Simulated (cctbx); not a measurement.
# SrZn3 with cctbx, script by script

Library: cctbx 2025.11. The data are simulated by the first script.

## 1. Simulate the data

run.py:

```python
from cctbx import adptbx, crystal, miller, sgtbx, xray
from cctbx.array_family import flex
from iotbx.shelx import hklf
from scitbx import matrix
import scitbx.random

cs = crystal.symmetry(unit_cell=(6.325, 6.325, 4.83, 90, 90, 120), space_group_symbol='Hall: -P 6c 2c')  # P6_3/mmc
atoms = [  # label, site, U (iso, or U11 U22 U33 U12 U13 U23 in A^2), occupancy
    ("Sr1", (2/3, 1/3, 0.75), (0.0220, 0.0220, 0.0213, 0.0110, 0.0000, 0.0000), 1),
    ("Zn1", (0.6877, 0.84385, 0.75), (0.0239, 0.0235, 0.0280, 0.0119, 0.0000, 0.0000), 1),
]
xs = xray.structure(crystal_symmetry=cs)
for label, site, u, occ in atoms:
    u = adptbx.u_cif_as_u_star(cs.unit_cell(), u) if isinstance(u, tuple) else u
    xs.add_scatterer(xray.scatterer(label, site=site, u=u, occupancy=occ))
xs.set_inelastic_form_factors(0.71073, "sasaki")
xs.show_summary()
p1 = xs.expand_to_p1()
ms = miller.build_set(p1, anomalous_flag=True, d_min=0.65)
flex.set_random_seed(956536)
scitbx.random.set_random_seed(956536)
ms = ms.select(flex.random_double(ms.size()) < 0.5)
i = ms.structure_factors_from_scatterers(p1, algorithm="direct").f_calc().as_intensity_array().data()
i = i * 70000 / flex.max(i)
sig = flex.sqrt(i + flex.pow2(0.04 * i) + 4 ** 2)
noise = scitbx.random.variate(scitbx.random.normal_distribution())(i.size())
data = ms.array(data=i + sig * noise, sigmas=sig).set_observation_type_xray_intensity()
with open("data.hkl", "w") as f:
    data.export_as_shelx_hklf(f)
print("reflections written:", data.size(), " <I/sigma> = %.1f" % flex.mean(data.data() / data.sigmas()))
for h, a, b in list(data.sort("data"))[:12]:
    print("%4d%4d%4d %9.1f %7.1f" % (h + (a, b)))
```

```console
$ python run.py
```

```text
Number of scatterers: 2
At special positions: 2
Unit cell: (6.325, 6.325, 4.83, 90, 90, 120)
Space group: P 63/m m c (No. 194)
reflections written: 1259  <I/sigma> = 12.2
  -2   0   1   70941.5  2812.5
   0  -2   1   68454.8  2812.5
   2   0   1   67230.4  2812.5
  -2   2   1   66281.1  2812.5
  -2  -2   0   53322.7  2092.3
   2  -4   0   52468.5  2092.3
   4  -2   0   50831.0  2092.3
   2   2   0   48888.5  2092.3
  -2   4   0   48296.6  2092.3
   2   0   3   31955.6  1231.7
  -2   2   3   31922.6  1231.7
   0  -2   3   31121.9  1231.7
```

It took 0.37 s on 1 thread of Arm Neoverse N1 (shared host), peak memory 0.07 GiB.

## 2. Symmetry

run.py:

```python
from cctbx import crystal, sgtbx, statistics
from cctbx.array_family import flex
from iotbx.shelx import hklf

p1 = crystal.symmetry(unit_cell=(6.325, 6.325, 4.83, 90, 90, 120), space_group_symbol="P 1")
raw = hklf.reader(file_name="data.hkl").as_miller_arrays(crystal_symmetry=p1, anomalous=True)[0]
print(raw.size(), "reflections to d = %.3f A" % raw.d_min())
isig = raw.data() / raw.sigmas()
print("centring   violations  <I/sigma> of those")
best = "P"
for c in "ABCIRF":
    a = raw.customized_copy(space_group_info=sgtbx.space_group_info("Hall: %s 1" % c)).sys_absent_flags().data()
    m = flex.mean(isig.select(a))
    print("%5s %10d of %5d %8.1f" % (c, (isig.select(a) > 4).count(True), a.count(True), m))
    if (isig.select(a) > 4).count(True) < 0.01 * a.count(True):
        best = c
raw = raw.select(~raw.customized_copy(space_group_info=sgtbx.space_group_info("Hall: %s 1" % best)).sys_absent_flags().data())
isig = raw.data() / raw.sigmas()
rows = []
for s in sgtbx.space_group_symbol_iterator():
    g = sgtbx.space_group(s)
    if g.conventional_centring_type_symbol() != best or not g.is_compatible_unit_cell(p1.unit_cell(), 1e-3, 0.02):
        continue
    rows.append((s, g))
print("Laue class    unique    Rint  (classes that these axes allow; Friedel mates merged)")
rint = {}
for s, g in rows:
    laue = g.build_derived_patterson_group()
    key = laue.type().hall_symbol()
    if key not in rint:
        m = raw.customized_copy(space_group_info=laue.info(), anomalous_flag=False).merge_equivalents()
        rint[key] = m.r_int()
        print("%-14s %6d %7.3f" % (laue.type().lookup_symbol(), m.array().size(), m.r_int()))
floor = min(rint.values())
good = [(s, g) for s, g in rows if rint[g.build_derived_patterson_group().type().hall_symbol()] < 2 * floor + 0.03]
top = max(g.build_derived_patterson_group().order_z() for s, g in good)
print("space group    extra absences  I>4sigma  <I/sigma>")
for s, g in good:
    laue = g.build_derived_patterson_group()
    if laue.order_z() != top:
        continue
    a = raw.customized_copy(space_group_info=g.info()).sys_absent_flags().data()
    a &= ~raw.customized_copy(space_group_info=laue.info()).sys_absent_flags().data()
    bad = (isig.select(a) > 4).count(True)
    if bad <= 0.03 * a.count(True):
        print("%-16s %8d %10d %9s  %s" % (s.universal_hermann_mauguin(), a.count(True), bad, "%.1f" % flex.mean(isig.select(a)) if a.count(True) else "-", "centric" if g.is_centric() else "acentric"))
laue = max(good, key=lambda t: t[1].build_derived_patterson_group().order_z())[1].build_derived_patterson_group()
f = raw.customized_copy(space_group_info=laue.info(), anomalous_flag=False).merge_equivalents().array().eliminate_sys_absent().f_sq_as_f()
f.set_observation_type_xray_amplitude()
bins = max(3, min(8, f.size() // 12))
f.setup_binner(n_bins=bins)
w = statistics.wilson_plot(f, {e: n / laue.order_z() for e, n in {'Sr': 2.0, 'Zn': 6.0}.items()}, e_statistics=True)
print("Wilson B = %.2f A^2   <|E^2-1|> = %.3f (0.968 centric, 0.736 acentric)   E^2>4: %.1f %%" % (w.wilson_b, w.mean_e_sq_minus_1, w.percent_e_sq_gt_2))
print("shell (A)         n   <I/sigma>")
m = raw.customized_copy(space_group_info=laue.info(), anomalous_flag=False).merge_equivalents().array().eliminate_sys_absent()
for b in m.setup_binner(n_bins=bins).range_used():
    sel = m.binner().selection(b)
    print("%5.2f - %4.2f %6d %8.1f" % (min(m.binner().bin_d_range(b)[0] if m.binner().bin_d_range(b)[0] > 0 else 99, 99), m.binner().bin_d_range(b)[1], sel.count(True), flex.mean((m.data() / m.sigmas()).select(sel))))
```

```console
$ python run.py
```

```text
1259 reflections to d = 0.655 A
centring   violations  <I/sigma> of those
    A        499 of   644     11.7
    B        495 of   641     11.5
    C        476 of   603      9.9
    I        499 of   644     11.6
    R        658 of   823     12.1
    F        735 of   944     11.1
Laue class    unique    Rint  (classes that these axes allow; Friedel mates merged)
P -1              959   0.028
P 1 1 2/m         632   0.030
P -3              420   0.029
P -3 1 m          243   0.033
P -3 m 1          263   0.030
P 6/m             236   0.033
P 6/m m m         159   0.033
space group    extra absences  I>4sigma  <I/sigma>
P 6 2 2                 0          0         -  acentric
P 63 2 2                5          0      -0.3  acentric
P 6 m m                 0          0         -  acentric
P 63 m c               80          0      -0.0  acentric
P -6 m 2                0          0         -  acentric
P -6 2 m                0          0         -  acentric
P -6 2 c               80          0      -0.0  acentric
P 6/m m m               0          0         -  centric
P 63/m m c             80          0      -0.0  centric
Wilson B = 1.66 A^2   <|E^2-1|> = 0.986 (0.968 centric, 0.736 acentric)   E^2>4: 3.3 %
shell (A)         n   <I/sigma>
 5.48 - 1.30     26     30.7
 1.30 - 1.04     21     34.4
 1.04 - 0.91     19     36.9
 0.91 - 0.82     19     30.1
 0.82 - 0.77     21     32.4
 0.77 - 0.72     15     33.2
 0.72 - 0.68     20     28.6
 0.68 - 0.65     18     24.1
```

Time: 0.44 s.

## 3. Charge flipping

run.py:

```python
import itertools
from cctbx import crystal, maptbx
from cctbx.array_family import flex
from iotbx.shelx import hklf
from smtbx.ab_initio import charge_flipping as cf

cs = crystal.symmetry(unit_cell=(6.325, 6.325, 4.83, 90, 90, 120), space_group_symbol='Hall: -P 6c 2c')  # P6_3/mmc
raw = hklf.reader(file_name="data.hkl").as_miller_arrays(crystal_symmetry=cs, anomalous=True)[0]
merged = raw.eliminate_sys_absent().merge_equivalents()
fo2 = merged.array().set_observation_type_xray_intensity()
f = fo2.average_bijvoet_mates().f_sq_as_f().resolution_filter(d_min=0.9)
p1 = f.expand_to_p1()
work = p1
flex.set_random_seed(11460)
it = cf.weak_reflection_improved_iterator(delta=None, weak_reflection_fraction=0.3)
it.start(work, phases=flex.random_double(p1.size()) * 6.2832, f_000=0)
it.delta = 1 * it.rho_map.sigma()
print("cycle      R  skewness")
for n, st in enumerate(itertools.islice(it, 100)):
    if n % 8 == 0:
        print("%5d %6.3f %8.2f" % (n, st.r1_factor(), st.rho_map.skewness()))
rho = p1.phase_transfer(it.f_calc).fft_map().apply_volume_scaling()
polish = cf.low_density_elimination_iterator(constant_rho_c=rho.sigma())
polish.start(f_obs=p1, phases=it.f_calc, f_000=0)
for _ in range(8):
    next(polish)
print("origin shift          correlation  skewness")
maps = []
for fc, shift, cc in itertools.islice(cf.f_calc_symmetrisations(f, polish.f_calc, 0), 4):
    m = f.phase_transfer(fc).fft_map(symmetry_flags=maptbx.use_space_group_symmetry, resolution_factor=0.25).apply_sigma_scaling()
    maps.append((m.skewness(), cc, m))
    print("%6.3f %6.3f %6.3f %10.3f %9.2f" % (tuple(shift) + (cc, m.skewness())))
skew, cc, m = max((t for t in maps if t[1] > maps[0][1] - 0.04), key=lambda t: t[0])
print("taken: symmetry correlation %.3f, skewness %.2f" % (cc, skew))
peaks = m.peak_search(parameters=maptbx.peak_search_parameters(min_distance_sym_equiv=0.9, max_clusters=7)).all()
sps = cs.special_position_settings(min_distance_sym_equiv=0.5)
print("peak      x       y       z  mult  height/sigma")
for k, (x, h) in enumerate(zip(peaks.sites(), peaks.heights())):
    ss = sps.site_symmetry(x)
    print("Q%-3d %7.4f %7.4f %7.4f %4d %8.1f" % ((k + 1,) + tuple(t % 1 for t in ss.exact_site()) + (ss.multiplicity(), h)))
```

```console
$ python run.py
```

```text
cycle      R  skewness
    0  0.562     0.44
    8  0.422     2.56
   16  0.393     2.19
   24  0.400     2.33
   32  0.377     2.31
   40  0.365     2.20
   48  0.380     2.28
   56  0.362     2.15
   64  0.365     2.18
   72  0.331     2.13
   80  0.357     2.17
   88  0.378     2.14
   96  0.348     2.03
origin shift          correlation  skewness
 0.360  0.811  0.304      0.963      0.26
 0.860  0.311  0.304      0.962      0.40
 0.860  0.810  0.304      0.963      0.29
 0.360  0.310  0.304      0.962      0.33
taken: symmetry correlation 0.962, skewness 0.40
peak      x       y       z  mult  height/sigma
Q1    0.2679  0.5358  0.7500    6      3.9
Q2    0.1405  0.2809  0.1459   12      3.1
Q3    0.3333  0.6667  0.6120    4      2.8
Q4    0.1907  0.5954  0.2500    6      2.3
Q5    0.0950  0.4014  0.7500   12      2.1
Q6    0.1032  0.2064  0.7500    6      1.8
Q7    0.1415  0.5707  0.5258   12      1.2
```

Time: 0.62 s.

## 4. Charge flipping

run.py, as its changes from the last script of this kind:

```diff
@@ -13,2 +13,3 @@
-work = p1
-flex.set_random_seed(11460)
+p1.setup_binner_counting_sorted(reflections_per_bin=max(40, p1.size() // 12))
+work = p1.array(data=p1.data() / p1.amplitude_quasi_normalisations().data())
+flex.set_random_seed(11461)
@@ -19,2 +20,2 @@
-for n, st in enumerate(itertools.islice(it, 100)):
-    if n % 8 == 0:
+for n, st in enumerate(itertools.islice(it, 200)):
+    if n % 16 == 0:
```

```console
$ python run.py
```

```text
cycle      R  skewness
    0  0.588     0.61
   16  0.481     2.29
   32  0.482     2.18
   48  0.482     2.39
   64  0.474     2.24
   80  0.489     2.14
   96  0.473     2.31
  112  0.512     2.26
  128  0.467     2.16
  144  0.476     2.32
  160  0.477     2.33
  176  0.474     2.18
  192  0.459     2.17
origin shift          correlation  skewness
 0.091  0.554  0.180      0.951      0.41
 0.585  0.290  0.176      0.945      0.60
 0.586  0.790  0.176      0.943      0.66
 0.326  0.298  1.154      0.904      1.03
taken: symmetry correlation 0.943, skewness 0.66
peak      x       y       z  mult  height/sigma
Q1    0.0945  0.1891  0.6124   12      3.1
Q2    0.2302  0.4604  0.7500    6      2.9
Q3    0.2141  0.6071  0.1268   12      2.8
Q4    0.0000  0.5000  0.0000    6      2.3
Q5    0.0868  0.3787  0.6057   24      2.3
Q6    0.1672  0.3345  0.2500    6      1.8
Q7    0.0000  0.0000  0.0000    2      1.6
```

Time: 0.68 s.

## 5. Charge flipping

run.py, as its changes from the last script of this kind:

```diff
@@ -13,3 +13,2 @@
-p1.setup_binner_counting_sorted(reflections_per_bin=max(40, p1.size() // 12))
-work = p1.array(data=p1.data() / p1.amplitude_quasi_normalisations().data())
-flex.set_random_seed(11461)
+work = p1
+flex.set_random_seed(11462)
@@ -20,2 +19,2 @@
-for n, st in enumerate(itertools.islice(it, 200)):
-    if n % 16 == 0:
+for n, st in enumerate(itertools.islice(it, 300)):
+    if n % 25 == 0:
```

```console
$ python run.py
```

```text
cycle      R  skewness
    0  0.537     0.27
   25  0.387     2.16
   50  0.374     2.13
   75  0.376     2.09
  100  0.365     2.05
  125  0.371     1.94
  150  0.362     2.05
  175  0.370     1.97
  200  0.378     2.00
  225  0.365     2.07
  250  0.369     2.01
  275  0.362     2.02
origin shift          correlation  skewness
 0.828  0.329  0.228      0.958      3.16
 0.328  0.829  0.227      0.959      3.02
 0.329  0.330  0.227      0.958      2.97
 0.828  0.829  0.227      0.958      3.35
taken: symmetry correlation 0.958, skewness 3.35
peak      x       y       z  mult  height/sigma
Q1    0.3333  0.6667  0.2500    2     11.3
Q2    0.1537  0.3073  0.7500    6      8.0
Q3    0.0000  0.5000  0.0000    6      4.0
Q4    0.0000  0.0000  0.0000    2      3.4
Q5    0.0574  0.1148  0.2500    6      1.2
Q6    0.3333  0.6667  0.0092    4      1.1
Q7    0.1695  0.3390  0.5248   12      1.0
```

Time: 0.71 s.

## 6. Refinement (model from the peaks)

run.py:

```python
import math
from cctbx import adptbx, crystal, maptbx, sgtbx, xray
from cctbx.array_family import flex
from cctbx.xray import observations
from iotbx.shelx import hklf
from scitbx.lstbx import normal_eqns_solving
from smtbx import absolute_structure, utils
from smtbx.refinement import constraints, least_squares

cs = crystal.symmetry(unit_cell=(6.325, 6.325, 4.83, 90, 90, 120), space_group_symbol='Hall: -P 6c 2c')  # P6_3/mmc
atoms = [  # label, site, U (iso, or U11 U22 U33 U12 U13 U23 in A^2), occupancy
    ("Sr1", (0.3333, 0.6667, 0.25), 0.0200, 1),
    ("Zn1", (0.1537, 0.3073, 0.75), 0.0200, 1),
]
xs = xray.structure(crystal_symmetry=cs)
for label, site, u, occ in atoms:
    u = adptbx.u_cif_as_u_star(cs.unit_cell(), u) if isinstance(u, tuple) else u
    xs.add_scatterer(xray.scatterer(label, site=site, u=u, occupancy=occ))
xs.set_inelastic_form_factors(0.71073, "sasaki")
raw = hklf.reader(file_name="data.hkl").as_miller_arrays(crystal_symmetry=cs, anomalous=True)[0]
merged = raw.eliminate_sys_absent().merge_equivalents()
fo2 = merged.array().set_observation_type_xray_intensity()
print("Rint %.3f, %d unique reflections to %.2f A" % (merged.r_int(), fo2.size(), fo2.d_min()))
for sc in xs.scatterers():
    sc.flags.set_grad_site(True)
    sc.flags.set_grad_u_aniso(sc.flags.use_u_aniso())
    sc.flags.set_grad_u_iso(sc.flags.use_u_iso())
obs = fo2.as_xray_observations()
extra = {}
rep = constraints.reparametrisation(xs, [], utils.connectivity_table(xs), **extra)
ls = least_squares.crystallographic_ls(obs, rep, weighting_scheme=least_squares.mainstream_shelx_weighting(a=0, b=0))
print("cycle     R1     wR2    GooF  max shift (A)")
for cycle in range(6):
    ls.build_up()
    r1, wr2, goof = ls.r1_factor(cutoff_factor=2)[0], ls.wR2(), ls.goof()
    old = xs.sites_cart()
    normal_eqns_solving.levenberg_marquardt_iterations(ls, n_max_iterations=3, tau=0.0001, step_threshold=1e-7)
    big = flex.max((xs.sites_cart() - old).norms())
    print("%4d %7.4f %7.4f %7.3f %9.5f" % (cycle + 1, r1, wr2, goof, big))
    ls.build_up(objective_only=True)
    if abs(ls.wR2() - wr2) < 5e-5 and big < 5e-4:
        break
ls.build_up()
print("final R1 %.4f wR2 %.4f GooF %.3f  parameters %d  data/parameter %.1f" % (ls.r1_factor(cutoff_factor=2)[0], ls.wR2(), ls.goof(), ls.n_parameters, fo2.size() / ls.n_parameters))
cov = ls.covariance_matrix_and_annotations()
su = dict(zip(cov.annotations, (math.sqrt(max(v, 0)) for v in cov.matrix.matrix_packed_u_diagonal())))
a2 = cs.unit_cell().reciprocal_parameters()[0] ** -2
print("atom        x        y        z      Ueq    occ   su(xyz)  su(Uiso or U11)")
for sc in xs.scatterers():
    s = max(su.get(sc.label + k, 0) for k in (".x", ".y", ".z"))
    npd = "" if sc.is_positive_definite_u(cs.unit_cell()) else "  NPD"
    print("%-5s %8.5f %8.5f %8.5f %8.4f %6.3f %8.5f %7.4f%s" % ((sc.label,) + sc.site + (sc.u_iso_or_equiv(cs.unit_cell()), sc.occupancy, s, su.get(sc.label + ".uiso", su.get(sc.label + ".u11", 0) * a2), npd)))
fo = fo2.f_sq_as_f()
fc = fo.structure_factors_from_scatterers(xs, algorithm="direct").f_calc()
diff = fo.f_obs_minus_f_calc(1 / math.sqrt(ls.scale_factor()), fc).average_bijvoet_mates()
m = diff.fft_map(symmetry_flags=maptbx.use_space_group_symmetry, resolution_factor=0.25).apply_volume_scaling()
print("difference map: max %.2f min %.2f rms %.2f" % (m.statistics().max(), m.statistics().min(), m.statistics().sigma()))
peaks = m.peak_search(parameters=maptbx.peak_search_parameters(min_distance_sym_equiv=0.6, max_clusters=5)).all()
near = xs.closest_distances(peaks.sites(), distance_cutoff=4)
sps = cs.special_position_settings(min_distance_sym_equiv=0.5)
for k, (x, h) in enumerate(zip(peaks.sites(), peaks.heights())):
    ss = sps.site_symmetry(x)
    print("Q%-3d %7.4f %7.4f %7.4f %4d %7.2f  %.2f A from %s" % ((k + 1,) + tuple(t % 1 for t in ss.exact_site()) + (ss.multiplicity(), h, near.smallest_distances[k], xs.scatterers()[near.i_seqs[k]].label)))
```

```console
$ python run.py
```

```text
Rint 0.033, 143 unique reflections to 0.65 A
cycle     R1     wR2    GooF  max shift (A)
   1  0.1372  0.2851  11.585   0.02694
   2  0.0239  0.0676   2.748   0.00000
final R1 0.0239 wR2 0.0676 GooF 2.748  parameters 3  data/parameter 47.7
atom        x        y        z      Ueq    occ   su(xyz)  su(Uiso or U11)
Sr1    0.33333  0.66667  0.25000   0.0218  1.000  0.00000  0.0003
Zn1    0.15611  0.31222  0.75000   0.0249  1.000  0.00012  0.0003
difference map: max 1.68 min -0.92 rms 0.16
Q1    0.1560  0.3119  0.6617   12    1.75  0.43 A from Zn1
Q2    0.0674  0.1347  0.2500    6    0.40  1.49 A from Zn1
Q3    0.0058  0.2465  0.2500   12    0.36  0.89 A from Zn1
Q4    0.2402  0.4803  0.7500    6    0.30  0.92 A from Zn1
Q5    0.0839  0.4042  0.2500   12    0.29  1.54 A from Zn1
```

It took 0.63 s on 1 thread of Arm Neoverse N1, with other jobs on the host, peak memory 0.09 GiB.

[Logs are printed without paths, hosts, clocks, repeated set-up lines and the standing remarks that a program may print on its own settings, such as how far it seeks lower states.]
